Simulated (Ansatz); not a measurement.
## Changed inputs in constrained RPA: CsCrCl3 (cubic perovskite) (Pm-3m)

What does U in CsCrCl3 (cubic perovskite) (Pm-3m) depend on besides the window?

Method: constrained RPA on LDA, plane waves, PAW, in Ansatz 0.2.0.

The structure was built from a prototype and need not be the compound's stable phase.

## (1) Set-up

Symmetry: Pm-3m, No. 221, cubic system. Conventional cell: a = 4.717 Å, b = 4.717 Å, c = 4.717 Å, α = 90.00°, β = 90.00°, γ = 90.00°. Nearest to Cs lie 12 Cl at 3.34 Å. Nearest to Cr lie 6 Cl at 2.36 Å. Nearest to Cl lie 2 Cr at 2.36 Å and 4 Cs at 3.34 Å. Farther neighbours and most contacts between anions are not listed.

The structure was relaxed with LDA. The structure type comes from a generator and need not be one that this composition takes. The structure was generated from a model, not taken from a measurement. The runs that relaxed it are not among those shown. The program's search for lower electronic states was switched off, so nothing shows that the state found is the lowest. Spin-orbit coupling is left out unless a step names it. The default PAW set here is soft_2. Its files were made with PBE.

## (2) Base: Cr d, bands v2 to c3, 4×4×4 mesh, medium accuracy

Constrained RPA screens the interaction with every transition except those inside the target bands, which a later many-body model would treat itself.

input.yaml reads:

```yaml
crystal:
  lattice:
    - [0.0, -4.7167821, 0.0]
    - [0.0, 0.0, 4.7167821]
    - [-4.7167821, 0.0, 0.0]
  atoms:
    - { symbol: Cs, position: [0.0, 0.0, 0.0] }
    - { symbol: Cr, position: [0.5, 0.5, 0.5] }
    - { symbol: Cl, position: [0.5, 0.5, 0.0] }
    - { symbol: Cl, position: [0.5, 0.0, 0.5] }
    - { symbol: Cl, position: [0.0, 0.5, 0.5] }
kpoints:
  mp_grid: { grid: [6, 6, 6] }
hamiltonian:
  xc: lda
scf:
  occupations: { method: gaussian, width: 0.08 }
  n_extra_bands: 19
  max_iter: 150
  lower_state_search: "off"
output:
  crpa:
    kmesh: [4, 4, 4]
    target_bands: [v2, c3]
    projections: [{ species: Cr, l: d, shell: 3 }]
  local_orbitals:
    kmesh: [8, 8, 8]
    orbitals: [{ species: Cr, l: d, shell: 3 }]
    window: { bands: [v2, c3] }
    seedname: lo
```

On the command line:

```bash
ansatz run input.yaml --threads 4 --pin off --max-ram 9216MiB --backend cpu --events-out ev --progress --plain --runs-dir out
```

Numbers of over 12 decimals in the logs are rounded to 6 here.

The log of the run:

```text
scf.n_extra_bands = 19 over 22 filled bands (N_el = 44.0): the run solves 41 bands
Engine: ansatz 0.2.0, aarch64-unknown-linux-gnu
Pseudopotentials: kind: paw
Pseudopotential: Cs, paw, valence charge 9, recommended cutoff 420 eV (normal), Cs.paw.azcp
Pseudopotential: Cr, paw, valence charge 14, recommended cutoff 420 eV (normal), Cr.paw.azcp
Pseudopotential: Cl, paw, valence charge 7, recommended cutoff 420 eV (normal), Cl.paw.azcp
Functional definition: SPW92
  exchange = slater_x
  correlation = pw_c
Crystal: 5 atoms, lattice volume = 104.939 Å³
Basis set: ecut = 420 eV, 2103 PW (Γ)
Bands: 41, of which v1, the nominal top of the filled ones, is band 22 counted from 1 (21 counted from 0)
Symmetry: 48 space group operations
Space group: Pm-3m (ITA 221), of the structure as read, at distance tolerance 4.7e-5 Å
k-points: 20 of 216
Non-local potential: Cs, projectors of the file, l = 0: 3, l = 1: 2, l = 2: 2, l = 3: 2
Non-local potential: Cr, projectors of the file, l = 0: 3, l = 1: 2, l = 2: 3, l = 3: 1
Non-local potential: Cl, projectors of the file, l = 0: 2, l = 1: 2, l = 2: 2
PAW form: soft (Blöchl's): semilocal exchange-correlation on the pseudo side does not see the compensation charge
PAW frozen core: Cs, regenerated for the run's functional, and the local potential with it (the file was generated under x = pbe(κ = 0.804, μ = 0.219515), c = pbe(β = 0.066725))
PAW frozen core: Cr, regenerated for the run's functional, and the local potential with it (the file was generated under x = pbe(κ = 0.804, μ = 0.219515), c = pbe(β = 0.066725))
PAW frozen core: Cl, regenerated for the run's functional, and the local potential with it (the file was generated under x = pbe(κ = 0.804, μ = 0.219515), c = pbe(β = 0.066725))
PAW one-centre angular grid: Cs, 194 points (default); XC on 64 Gauss nodes
PAW one-centre angular grid: Cr, 590 points (default); XC on 64 Gauss nodes
PAW one-centre angular grid: Cl, 110 points (default); XC on 64 Gauss nodes
Initial density: superposition of atomic densities (neutral atoms: chi_scale 0, normalization atom), corrected by the library's trained network
Initial wavefunctions: pseudopotential atomic-orbital guess
Functional: x = slater, c = lda
SCF iter   1: F=—  HF=-11965.349781 eV  |F-HF|=—  |Δ(HF+E_count)|=         —  Δρ=1.05e-2  dr2=6.17e-2  ethr=1.77e-3  ⟨swp⟩=6.0  Hψ=3818  notcnv=0  defer=114
preconditioner: auto → Resta (q_TF=auto, 2.360 Å⁻¹)  ε∞=3.2  [insulator: Δε(μ)=0.085 eV  Ē_g=14.582 eV  σ=0.080 eV  W_gap=0.53  n_scr=26 (ndim 8)  ℏωp=21.7 eV  f_vac=0.005  D(μ)=7.39/eV (n_scr^D=80)  ε∞_Penn≈3.2]
SCF iter   2: F=—  HF=-11965.336997 eV  |F-HF|=—  |Δ(HF+E_count)|=   1.28e-2  Δρ=5.09e-3  dr2=1.77e-2  ethr=1.40e-4  ⟨swp⟩=1.5  Hψ=1041  notcnv=0  defer=159
[...]
NSCF: frozen V_eff on 38 k-points
NSCF: frozen V_eff on 10 k-points
[...]
cRPA screening: q 1/64
cRPA screening: q 2/64
cRPA screening: q 8/64 (q-point 3)
cRPA screening: q 11/64 (q-point 6)
cRPA screening: q 23/64 (q-point 7)
cRPA screening: q 35/64 (q-point 11)
cRPA screening: q 38/64 (q-point 22)
cRPA screening: q 46/64 (q-point 23)
cRPA screening: q 58/64 (q-point 27)
cRPA screening: q 64/64 (q-point 43)
SCF converged after 8 iterations
Free energy (F): -11965.332477 eV
Harris-Foulkes:  -11965.332477 eV  (|F-HF|=2.90e-9)
Internal energy: -11965.307897 eV  (E = F + TS)
E sigma→0 (E₀):  -11965.320187 eV
Entropy (-TS):   -0.024580 eV (-4.916 meV/atom)
Fermi energy:    8.869691 eV
--- Per-component energies (eV) ---
  E_band       = -291.023218
  E_kinetic    = 976.252954
  E_local      = -2998.252105  (includes V_loc(G=0)·N_el)
  E_nonlocal   = 210.292932
  E_hartree    = 1226.120448
  E_xc         = -631.016080
  E_vxc        = -671.183698  (∫ρ·V_xc dr)
  E_paw        = -7921.498898  (= ΣΔE_a)
  E_vpaw       = -260.372487  (= ΣTr[D̂ρ^β])
  E_aug_tail   = 0.000665  (compensation charges beyond the density's cutoff)
  E_ewald      = -2828.414969
  E_core_change = 1.207156  (= ΣΔE_core)
  E_smearing   = -0.024580  (= −TS)
  E_closure    = 0.000000  (closes the sum)
  Σ components = -11965.332477   (vs F -11965.332477, Δ=0.00e0)
--- Band table (eV; the first three rows and the last of 20) ---
  k-point 0: bands = [... 18 lower, 5.7541, 5.7541, 7.8123, 7.8123, 7.8123, 8.6312, 8.6312, 11.7784, ... 15 higher]
  k-point 1: bands = [... 18 lower, 5.5875, 5.5875, 7.8270, 8.1340, 8.1340, 8.6356, 9.0139, 12.1419, ... 15 higher]
  k-point 2: bands = [... 18 lower, 5.2869, 5.2869, 7.8567, 8.6426, 8.6813, 8.6813, 9.4745, 13.0718, ... 15 higher]
  k-point 19: bands = [... 18 lower, 5.8819, 5.8819, 9.3322, 9.3322, 9.3322, 11.6103, 11.6103, 12.8430, ... 15 higher]
--- cRPA (band scheme, projected local orbitals): target bands 21..25 (1-based), 5 Wannier function(s), 4×4×4 mesh, 50 bands' worth read of 55 solved, ecut_chi 136.0 eV, v(q+G=0) probe_charge, pair densities all_electron ---
  bands read: the sum over 50 bands ends inside a degenerate multiplet in 11 slots, whose members it reads at an even weight; the widest, k=0: bands 49 to 51 (counted from 1) at 2/3 each
  χ-basis size per q: N_G = 360..389
  window electrons = 4.0000, filled by tetrahedron_uncorrected; constrained ε̄⁻¹(q = 0, 0) head = 0.249825; min gauge Gram eig = 0.6450
  Kanamori averages over each shell's own Wannier functions (sites counted from 0, functions from 1):
    Site 1, 3D, 5 of 5 d orbitals (Wannier functions 1, 2, 3, 4, 5; wannier90's mr 1, 2, 3, 4, 5):
      screened: U = 3.9557 eV, U' = 3.1034 eV, J = 0.4189 eV
      screened d-shell averages: U_bar = F0 = 3.2739 eV, J_bar = 0.5893 eV
      screened, to within: U = 1.5e-2 eV, U' = 1.5e-2 eV, J = 6.2e-4 eV
      screened d-shell averages, to within: U_bar = 1.4e-2 eV, J_bar = 8.7e-4 eV
      bare: V = 16.4835 eV, V' = 15.3689 eV, J = 0.5354 eV
      bare d-shell averages: V_bar = F0 = 15.5919 eV, J_bar = 0.7583 eV
  Hermiticity witness max|P − P†| over intra, direct and exchange elements: 1.07e-14 eV (screened), 3.55e-15 eV (bare)
  Reality witness max|Im| over intra, direct and exchange elements: 1.17e-18 eV (screened), 8.24e-18 eV (bare)
```

It took 82 s on 4 threads of Arm Neoverse V2, shared host; peak memory 0.76 GiB; 5.1 min of CPU time.

In the SCF lines HF is the Harris–Foulkes energy and dr2 the Hartree energy of the density residual, in eV; the loop may stop once dr2 is under the threshold and the program's other checks hold. Hψ counts applications of the Hamiltonian.

This step gave:

```yaml
u: 3.956 eV
u_prime_inter_orbital: 3.103 eV
j: 0.4189 eV
bare_v: 16.48 eV
bare_j: 0.5354 eV
stated_bound_on_u: 0.01422 eV
u_over_bare_v: 0.2400
electrons_in_the_window: 4.000
head_of_the_constrained_inverse_dielectric_matrix: 0.2498
least_eigenvalue_of_the_projection_s_overlap: 0.6450
target_functions: 5
bands_in_the_sums: 50
r_m_s_miss_of_the_model_bands: 7.52e-4 eV
width_of_the_target_bands: 3.798 eV
weight_of_the_projected_orbitals_in_the_window: 0.8199
```

On the Cr d shell, screening brings the on-site interaction from 16.5 eV down to U = 3.96 eV.

## (3) Changed: 2×2×2 mesh

input.yaml, as its differences from that of step 2:

```diff
@@ -22,9 +22,4 @@
   crpa:
-    kmesh: [4, 4, 4]
+    kmesh: [2, 2, 2]
     target_bands: [v2, c3]
     projections: [{ species: Cr, l: d, shell: 3 }]
-  local_orbitals:
-    kmesh: [8, 8, 8]
-    orbitals: [{ species: Cr, l: d, shell: 3 }]
-    window: { bands: [v2, c3] }
-    seedname: lo
```

The log of the run:

```text
[...]
Crystal: 5 atoms, lattice volume = 104.939 Å³
Basis set: ecut = 420 eV, 2103 PW (Γ)
Bands: 41, of which v1, the nominal top of the filled ones, is band 22 counted from 1 (21 counted from 0)
Symmetry: 48 space group operations
[...]
k-points: 20 of 216
[...]
SCF iter   1: F=—  HF=-11965.349781 eV  |F-HF|=—  |Δ(HF+E_count)|=         —  Δρ=1.05e-2  dr2=6.17e-2  ethr=1.77e-3  ⟨swp⟩=6.0  Hψ=3818  notcnv=0  defer=114
[...]
SCF iter   8: F=-11965.332477 eV  HF=-11965.332477 eV  |F-HF|=2.90e-9  |Δ(HF+E_count)|=   6.65e-8  Δρ=2.11e-6  dr2=5.72e-9  ethr=2.27e-10  ⟨swp⟩=9.4  Hψ=3348  notcnv=0
SCF 1 converged in 8 iterations: F = -11965.332477 eV  dr2 = 5.72e-9
[...]
NSCF: frozen V_eff on 4 k-points
[...]
cRPA screening: q 1/8
cRPA screening: q 2/8
cRPA screening: q 5/8 (q-point 4)
cRPA screening: q 8/8
SCF converged after 8 iterations
Free energy (F): -11965.332477 eV
[...]
Internal energy: -11965.307897 eV  (E = F + TS)
E sigma→0 (E₀):  -11965.320187 eV
Entropy (-TS):   -0.024580 eV (-4.916 meV/atom)
Fermi energy:    8.869691 eV
[...]
--- Band table (eV; the first three rows and the last of 20) ---
  k-point 0: bands = [... 18 lower, 5.7541, 5.7541, 7.8123, 7.8123, 7.8123, 8.6312, 8.6312, 11.7784, ... 15 higher]
  k-point 1: bands = [... 18 lower, 5.5875, 5.5875, 7.8270, 8.1340, 8.1340, 8.6356, 9.0139, 12.1419, ... 15 higher]
  k-point 2: bands = [... 18 lower, 5.2869, 5.2869, 7.8567, 8.6426, 8.6813, 8.6813, 9.4745, 13.0718, ... 15 higher]
  k-point 19: bands = [... 18 lower, 5.8819, 5.8819, 9.3322, 9.3322, 9.3322, 11.6103, 11.6103, 12.8430, ... 15 higher]
[...]
χ-basis size per q: N_G = 360..389
[...]
screened: U = 4.4817 eV, U' = 3.5831 eV, J = 0.4391 eV
      screened d-shell averages: U_bar = F0 = 3.7628 eV, J_bar = 0.6188 eV
      screened, to within: U = 1.5e-2 eV, U' = 1.5e-2 eV, J = 6.6e-4 eV
      screened d-shell averages, to within: U_bar = 1.4e-2 eV, J_bar = 9.5e-4 eV
      bare: V = 17.1368 eV, V' = 15.9820 eV, J = 0.5576 eV
      bare d-shell averages: V_bar = F0 = 16.2130 eV, J_bar = 0.7886 eV
[...]
```

The job ended after 12 s (4 threads; peak memory 0.64 GiB).

This step gave:

* U: 4.482 eV
* U prime (inter-orbital): 3.583 eV
* J: 0.4391 eV
* bare V: 17.14 eV
* bare J: 0.5576 eV
* stated bound on U: 0.01440 eV
* U over bare V: 0.2615
* electrons in the window: 4.000
* head of the constrained inverse dielectric matrix: 0.2419
* least eigenvalue of the projection's overlap: 0.6468
* target functions: 5
* bands in the sums: 50
* width of the target bands: 3.798 eV
* weight of the projected orbitals in the window: 0.8199

On the Cr d shell, screening brings the on-site interaction from 17.1 eV down to U = 4.48 eV.

## (4) Changed: smooth pair densities

input.yaml, as its differences from that of step 3:

```diff
@@ -22,4 +22,5 @@
   crpa:
-    kmesh: [2, 2, 2]
+    kmesh: [4, 4, 4]
     target_bands: [v2, c3]
     projections: [{ species: Cr, l: d, shell: 3 }]
+    pair_densities: pseudo
```

The log of the run:

```text
[...]
Crystal: 5 atoms, lattice volume = 104.939 Å³
Basis set: ecut = 420 eV, 2103 PW (Γ)
Bands: 41, of which v1, the nominal top of the filled ones, is band 22 counted from 1 (21 counted from 0)
Symmetry: 48 space group operations
[...]
k-points: 20 of 216
[...]
screened, to within: U = 1.9e-3 eV, U' = 1.9e-3 eV, J = 1.3e-4 eV
      screened d-shell averages, to within: U_bar = 1.7e-3 eV, J_bar = 1.8e-4 eV
      screened, sum over states alone: U = 4.3770 eV, U' = 3.3352 eV, J = 0.5069 eV
      screened d-shell averages, sum over states alone: U_bar = F0 = 3.5436 eV, J_bar = 0.7153 eV
      bare: V = 16.4835 eV, V' = 15.3689 eV, J = 0.5354 eV
      bare d-shell averages: V_bar = F0 = 15.5919 eV, J_bar = 0.7583 eV
[...]
[key lines of the parts left out:]
SCF converged after 8 iterations
Free energy (F): -11965.332477 eV
Fermi energy:    8.869691 eV
```

Elapsed: 1.7 min, on 4 threads; peak memory 0.67 GiB.

This step gave:

| Item | Value |
| --- | --- |
| U | 3.986 eV |
| U prime (inter-orbital) | 3.098 eV |
| J | 0.4374 eV |
| bare V | 16.48 eV |
| bare J | 0.5354 eV |
| stated bound on U | 0.001821 eV |
| U over bare V | 0.2418 |
| electrons in the window | 4.000 |
| head of the constrained inverse dielectric matrix | 0.2501 |
| least eigenvalue of the projection's overlap | 0.6450 |
| target functions | 5 |
| bands in the sums | 50 |
| width of the target bands | 3.798 eV |
| weight of the projected orbitals in the window | 0.8199 |

On the Cr d shell, screening brings the on-site interaction from 16.5 eV down to U = 3.99 eV.

## (5) Changed: sums over states

input.yaml, as its differences from that of step 4:

```diff
@@ -25,2 +25,4 @@
     projections: [{ species: Cr, l: d, shell: 3 }]
-    pair_densities: pseudo
+    accuracy: sum_over_states
+    n_empty_bands: 88
+    ecut_chi: 70
```

The log of the run:

```text
[...]
Crystal: 5 atoms, lattice volume = 104.939 Å³
Basis set: ecut = 420 eV, 2103 PW (Γ)
Bands: 41, of which v1, the nominal top of the filled ones, is band 22 counted from 1 (21 counted from 0)
Symmetry: 48 space group operations
[...]
k-points: 20 of 216
[...]
χ-basis size per q: N_G = 134..150
[...]
U and J over all bands: no bound (output.crpa.accuracy: sum_over_states); those below are of the sums over the bands read on the sphere of ecut_chi, with what the atoms add
[...]
screened: U = 4.1163 eV, U' = 3.1808 eV, J = 0.4548 eV
      screened d-shell averages: U_bar = F0 = 3.3679 eV, J_bar = 0.6419 eV
      bare: V = 16.4835 eV, V' = 15.3689 eV, J = 0.5354 eV
      bare d-shell averages: V_bar = F0 = 15.5919 eV, J_bar = 0.7583 eV
[...]
[key lines of the parts left out:]
SCF converged after 8 iterations
Free energy (F): -11965.332477 eV
Fermi energy:    8.869691 eV
```

It took 9.5 s on 4 threads; peak memory 0.75 GiB.

This variant gives U = 4.12 eV against 3.96 eV. It is a finite sum over empty states with no bound on its error and stays out of the table below.

[end of part 1 of 2]

[Paths, hosts, dates, memory and timing lines, banners, echoed tables and standing remarks are left out of the program output.]

[Logs are printed without paths, hosts, clocks, repeated set-up lines and the standing remarks that a program may print on its own settings, such as how far it seeks lower states.]

[Runs of the session that timed out or met a known fault of the program may be left out.]

[Hosts, paths, dates, database ids (printed as entryN), source tags and the programs' standing remarks are cut or masked in the printed files.]
